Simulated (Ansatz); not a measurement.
G0W0 rungs for TiO2 (Rutile).

Symmetry: P4_2/mnm, No. 136, tetragonal system. The conventional cell has a = 4.592 Å, b = 4.592 Å, c = 2.957 Å, α = 90.00°, β = 90.00°, γ = 90.00°. Nearest to Ti lie 6 O at 1.95 to 1.98 Å. Nearest to O lie 3 Ti at 1.95 to 1.98 Å. Farther neighbours and most contacts between anions are not listed.

```cif
data_structure
_symmetry_space_group_name_H-M 'P 1'
_symmetry_Int_Tables_number 1
_cell_length_a 4.5922
_cell_length_b 4.5922
_cell_length_c 2.9574
_cell_angle_alpha 90.000
_cell_angle_beta 90.000
_cell_angle_gamma 90.000
_cell_volume 62.37
loop_
_atom_site_label
_atom_site_type_symbol
_atom_site_fract_x
_atom_site_fract_y
_atom_site_fract_z
_atom_site_occupancy
Ti1 Ti 0.00000 0.00000 0.00000 1
Ti2 Ti 0.50000 0.50000 0.50000 1
O3 O 0.30496 0.30496 0.00000 1
O4 O 0.19504 0.80496 0.50000 1
O5 O 0.69504 0.69504 0.00000 1
O6 O 0.80496 0.19504 0.50000 1
```

The cell and positions come from the Crystallography Open Database and are kept as given unless a step says otherwise.

Runs so far (Ansatz 0.2.0, start PBE, hard PAW files, 4×4×6 mesh). Times are wall times on 1 × NVIDIA H100 80GB HBM3 (shared by 3 runs) with 4 threads of AMD EPYC 7R13 (Zen 3), shared host, good to a factor of about two.

```csv
bands summed,cutoff (eV),gap on the mesh (eV),time
187,110,3.239,17 s
394,190,3.269,38 s
652,270,3.300,72 s
```

Question: What should the next rung give, with 1073 bands and screening to 380 eV, and where is the limit?

The error falls about as one over the bands when the cutoff rises with them. A line through the two highest rungs given predicts 3.319 eV; the run gave 3.324 eV, close to it. The two highest rungs put the limit near 3.359 eV, the pair below near 3.348 eV; their difference is a rough measure of what is unsettled in bands and cutoff; the mesh is a separate error.

Gaps are over the mesh's points; an edge off the mesh would be missed. Limits: not at the basis limit.

[Paths, hosts, dates, memory and timing lines, banners, echoed tables and standing remarks are left out of the program output.]

[Logs are printed without paths, hosts, clocks, repeated set-up lines and the standing remarks that a program may print on its own settings, such as how far it seeks lower states.]

[Runs of the session that timed out or met a known fault of the program may be left out.]

[Cells called generated may have been cut or substituted from an entry of the Crystallography Open Database or the Materials Project.]

[Hosts, paths, dates, database ids (printed as entryN), source tags and the programs' standing remarks are cut or masked in the printed files.]
